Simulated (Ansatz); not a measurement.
In doubt: masses and optical values from hybrid runs of this build are listed as unsure, which bears on the screening that GW takes from such a start.

Rows from a G0W0 calculation on NaI (Fm-3m) (Ansatz 0.2.0; G0W0 on HSE06, plane waves, PAW; 4×4×4 mesh, 153 empty bands, screening to 100 eV), in eV. Spin-orbit coupling is left out.

```tsv
row	Σx	Σc	Vxc	Z
A	-17.56	1.40	-15.22	0.82
B	-5.12	-3.10	-8.68	0.85
C	-3.66	-3.27	-7.42	0.84
```

Which rows are filled states and which are empty ones, and how can one tell?

Filled: A. Empty: B and C. The sign of Σc tells: for a filled state bare exchange, which holds its interaction with itself, lies below Vxc (Σx − Vxc is -2.3 eV or lower here) and screening gives part back as a positive Σc. For an empty state Σx lies above Vxc (+3.6 eV or more) and the Coulomb hole leaves Σc negative.

[Paths, hosts, dates, memory and timing lines, banners, echoed tables and standing remarks are left out of the program output.]

[Logs are printed without paths, hosts, clocks, repeated set-up lines and the standing remarks that a program may print on its own settings, such as how far it seeks lower states.]

[Runs of the session that timed out or met a known fault of the program may be left out.]

[Cells called generated may have been cut or substituted from an entry of the Crystallography Open Database or the Materials Project.]

[Hosts, paths, dates, database ids (printed as entryN), source tags and the programs' standing remarks are cut or masked in the printed files.]
